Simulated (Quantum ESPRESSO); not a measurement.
# AlN (F-43m): how pressure shifts the optical phonon

Wanted: a fit of frequency against volume for AlN (F-43m), tested on a run that is left out of it.

Method: DFT PBE, scalar-relativistic, plane waves, GBRV ultrasoft pseudopotentials, in Quantum ESPRESSO 7.5.

## 1. The relaxed structure

The structure is cubic, space group F-43m (No. 216). Conventional cell: a = 4.407 Å, b = 4.407 Å, c = 4.407 Å, α = 90.00°, β = 90.00°, γ = 90.00°. Al has 4 N at 1.91 Å nearest. Nearest to N lie 4 Al at 1.91 Å. Farther neighbours and most contacts between anions are not listed.

As a file:

```cif
data_structure
_symmetry_space_group_name_H-M 'F-43m'
_symmetry_Int_Tables_number 216
_cell_length_a 4.4066
_cell_length_b 4.4066
_cell_length_c 4.4066
_cell_angle_alpha 90.000
_cell_angle_beta 90.000
_cell_angle_gamma 90.000
_cell_volume 85.57
loop_
_atom_site_label
_atom_site_type_symbol
_atom_site_symmetry_multiplicity
_atom_site_Wyckoff_symbol
_atom_site_fract_x
_atom_site_fract_y
_atom_site_fract_z
_atom_site_occupancy
Al1 Al 4 a 0.00000 0.00000 0.00000 1
N1 N 4 c 0.75000 0.25000 0.75000 1
```

This is the cell after its relaxation at this level of theory, not the database cell from which that began.

## 2. Runs at several volumes

The relaxed cell is scaled uniformly; in this structure symmetry fixes all atoms, so nothing has to be relaxed anew. Each volume gets a ground state and a response at Γ. The mode followed is the highest one without the macroscopic field, of symmetry T2; longitudinal polar modes lie higher. Cutoff 55 Ry, k mesh 8×8×8.

From the response at V/V₀ = 0.94:

The log of the run:

```text
[banners, grids, parts of the stress and lines that vanish by symmetry left out]
Program PHONON v.7.5
     Reading xml data from directory:

[...]
Exchange-correlation= PBE
                           (   1   4   3   4   0   0   0)
[...]
kinetic-energy cut-off    =      55.0000  Ry
     charge density cut-off    =     440.0000  Ry
     convergence threshold     =      1.0E-18
[...]
Exchange-correlation= PBE
                           (   1   4   3   4   0   0   0)
[...]
q = (   0.0000000   0.0000000   0.0000000 )
     25 Sym.Ops. (with q -> -q+G )
     G cutoff =  741.6139  (  21187 G-vectors)     FFT grid: ( 40, 40, 40)
     G cutoff =  370.8070  (   7391 G-vectors)  smooth grid: ( 27, 27, 27)
     number of k points=    29
[...]
Mode symmetry, T_d (-43m)  point group:
[...]
Dielectric constant
[...]
End of electric fields calculation
          Dielectric constant in cartesian axis
          (       4.535778664      -0.000000000       0.000000000 )
          (      -0.000000000       4.535778664       0.000000000 )
          (       0.000000000       0.000000000       4.535778664 )
          Effective charges (d Force / dE) in cartesian axis without acoustic sum rule applied (asr)
           atom    1  Al    Mean Z*:        2.54610
      Ex  (        2.54610       -0.00000        0.00000 )
      Ey  (       -0.00000        2.54610        0.00000 )
      Ez  (       -0.00000       -0.00000        2.54610 )
           atom    2  N     Mean Z*:       -2.55051
      Ex  (       -2.55051       -0.00000       -0.00000 )
      Ey  (        0.00000       -2.55051        0.00000 )
      Ez  (       -0.00000        0.00000       -2.55051 )
          Effective charges Sum: Mean:       -0.00440
[...]
Effective charges (d Force / dE) in cartesian axis with asr applied:
           atom    1  Al    Mean Z*:        2.54831
[...]
atom    2  N     Mean Z*:       -2.54831
[...]
Representation #   1 modes #   1   2   3
[...]
End of self-consistent calculation
     Convergence has been achieved
     Representation #   2 modes #   4   5   6
[...]
End of self-consistent calculation
     Convergence has been achieved
[...]
Dielectric constant in cartesian axis
          (       4.535778664      -0.000000000       0.000000000 )
          (      -0.000000000       4.535778664       0.000000000 )
          (       0.000000000       0.000000000       4.535778664 )
          Effective charges (d Force / dE) in cartesian axis without acoustic sum rule applied (asr)
           atom    1  Al    Mean Z*:        2.54610
      Ex  (        2.54610       -0.00000        0.00000 )
      Ey  (       -0.00000        2.54610        0.00000 )
      Ez  (       -0.00000       -0.00000        2.54610 )
           atom    2  N     Mean Z*:       -2.55051
      Ex  (       -2.55051       -0.00000       -0.00000 )
      Ey  (        0.00000       -2.55051        0.00000 )
      Ez  (       -0.00000        0.00000       -2.55051 )
          Effective charges Sum: Mean:       -0.00440
[...]
Effective charges (d Force / dE) in cartesian axis with asr applied:
           atom    1  Al    Mean Z*:        2.54831
[...]
atom    2  N     Mean Z*:       -2.54831
[...]
q = (    0.000000000   0.000000000   0.000000000 )
[...]
freq (    1) =       0.197986 [THz] =       6.604090 [cm-1]
     freq (    2) =       0.197986 [THz] =       6.604090 [cm-1]
     freq (    3) =       0.197986 [THz] =       6.604090 [cm-1]
     freq (    4) =      20.831895 [THz] =     694.877221 [cm-1]
     freq (    5) =      20.831895 [THz] =     694.877221 [cm-1]
     freq (    6) =      20.831895 [THz] =     694.877221 [cm-1]
[...]
Mode symmetry, T_d (-43m)  point group:
     freq (   1-   3) =          6.6  [cm-1]   --> T_2  G_15 P_4   I+R
     freq (   4-   6) =        694.9  [cm-1]   --> T_2  G_15 P_4   I+R

   JOB DONE.
```

One volume, V/V₀ = 0.97, is held back as a test.

```csv
V/V₀,volume (Å³/atom),pressure (GPa),ω (cm⁻¹)
0.94,10.054,13.36,694.88
0.97,10.375,6.13,held back
1,10.696,-0.11,635.59
1.03,11.017,-5.48,608.38
1.06,11.338,-10.10,582.57
```

## 3. The fit

The mode Grüneisen parameter is γ = −d ln ω / d ln V.

```csv
ln(V/V₀),ln ω
-0.0619,6.5437
0.0000,6.4546
0.0296,6.4108
0.0583,6.3674
```

A straight line through these points has the slope -1.465, so γ = 1.47; at V/V₀ = 0.97 it predicts ω = exp(6.4536 + 0.0446) = 663.99 cm⁻¹.

A parabola of pressure against ln V through V/V₀ = 0.97, 1 and 1.03 gives the bulk modulus B = −dP/d ln V = 193 GPa at V₀. With ω₀ from the fitted line the pressure coefficient follows as dω/dP = γ ω₀ / B = 1.47 × 635.0 / 193 = 4.82 cm⁻¹/GPa.

## 4. The run that was held back

The log of the run:

```text
[banners, grids, parts of the stress and lines that vanish by symmetry left out]
[banner, memory and clock lines left out]
Program PHONON v.7.5

[...]
Exchange-correlation= PBE
                           (   1   4   3   4   0   0   0)
[...]
kinetic-energy cut-off    =      55.0000  Ry
     charge density cut-off    =     440.0000  Ry
     convergence threshold     =      1.0E-18
[...]
Exchange-correlation= PBE
                           (   1   4   3   4   0   0   0)
[...]
q = (   0.0000000   0.0000000   0.0000000 )
     25 Sym.Ops. (with q -> -q+G )
     G cutoff =  757.3102  (  22075 G-vectors)     FFT grid: ( 40, 40, 40)
     G cutoff =  378.6551  (   7727 G-vectors)  smooth grid: ( 27, 27, 27)
     number of k points=    29
[...]
Mode symmetry, T_d (-43m)  point group:
[...]
Dielectric constant
[...]
End of electric fields calculation
          Dielectric constant in cartesian axis
          (       4.589913984      -0.000000000      -0.000000000 )
          (      -0.000000000       4.589913984      -0.000000000 )
          (      -0.000000000      -0.000000000       4.589913984 )
          Effective charges (d Force / dE) in cartesian axis without acoustic sum rule applied (asr)
           atom    1  Al    Mean Z*:        2.54972
      Ex  (        2.54972       -0.00000        0.00000 )
      Ey  (       -0.00000        2.54972        0.00000 )
      Ez  (        0.00000       -0.00000        2.54972 )
           atom    2  N     Mean Z*:       -2.55425
      Ex  (       -2.55425        0.00000        0.00000 )
[...]
Representation #   1 modes #   1   2   3
[...]
End of self-consistent calculation
     Convergence has been achieved
     Representation #   2 modes #   4   5   6
[...]
End of self-consistent calculation
     Convergence has been achieved
[...]
Dielectric constant in cartesian axis
          (       4.589913984      -0.000000000      -0.000000000 )
          (      -0.000000000       4.589913984      -0.000000000 )
          (      -0.000000000      -0.000000000       4.589913984 )
          Effective charges (d Force / dE) in cartesian axis without acoustic sum rule applied (asr)
           atom    1  Al    Mean Z*:        2.54972
      Ex  (        2.54972       -0.00000        0.00000 )
      Ey  (       -0.00000        2.54972        0.00000 )
      Ez  (        0.00000       -0.00000        2.54972 )
           atom    2  N     Mean Z*:       -2.55425
      Ex  (       -2.55425        0.00000        0.00000 )
      Ey  (        0.00000       -2.55425        0.00000 )
      Ez  (        0.00000        0.00000       -2.55425 )
          Effective charges Sum: Mean:       -0.00454
[...]
Effective charges (d Force / dE) in cartesian axis with asr applied:
           atom    1  Al    Mean Z*:        2.55198
[...]
atom    2  N     Mean Z*:       -2.55198
[...]
q = (    0.000000000   0.000000000   0.000000000 )
[...]
freq (    1) =       0.085263 [THz] =       2.844076 [cm-1]
     freq (    2) =       0.085263 [THz] =       2.844076 [cm-1]
     freq (    3) =       0.085263 [THz] =       2.844076 [cm-1]
     freq (    4) =      19.919040 [THz] =     664.427648 [cm-1]
     freq (    5) =      19.919040 [THz] =     664.427648 [cm-1]
     freq (    6) =      19.919040 [THz] =     664.427648 [cm-1]
[...]
Mode symmetry, T_d (-43m)  point group:
     freq (   1-   3) =          2.8  [cm-1]   --> T_2  G_15 P_4   I+R
     freq (   4-   6) =        664.4  [cm-1]   --> T_2  G_15 P_4   I+R
```

It gives 664.43 cm⁻¹ against the predicted 663.99 cm⁻¹, a miss of 0.4 cm⁻¹.

## 5. Outcome

* mode Grüneisen parameter: 1.465
* bulk modulus: 193 GPa
* pressure coefficient: 4.82 cm⁻¹/GPa

**Reading.** The highest optical mode of AlN (F-43m) without the LO-TO term stiffens by 4.82 cm⁻¹ a GPa near the relaxed volume, with γ = 1.47. The power law meets all 5 runs within 0.10 %; between neighbouring volumes γ runs from 1.43 to 1.51. Such a coefficient turns a measured shift of this mode into a hydrostatic stress; uniaxial or biaxial stress splits the mode and needs deformation potentials. These are harmonic values at zero temperature for the structure held cubic, which a run at Γ can't show to be stable; the bulk modulus rests on three points.

[Host names and launcher messages were left out of these logs when they were recorded.]

[Logs are printed without paths, hosts, clocks, repeated set-up lines and the standing remarks that a program may print on its own settings, such as how far it seeks lower states.]

[Hosts, paths, dates, database ids (printed as entryN), source tags and the programs' standing remarks are cut or masked in the printed files.]
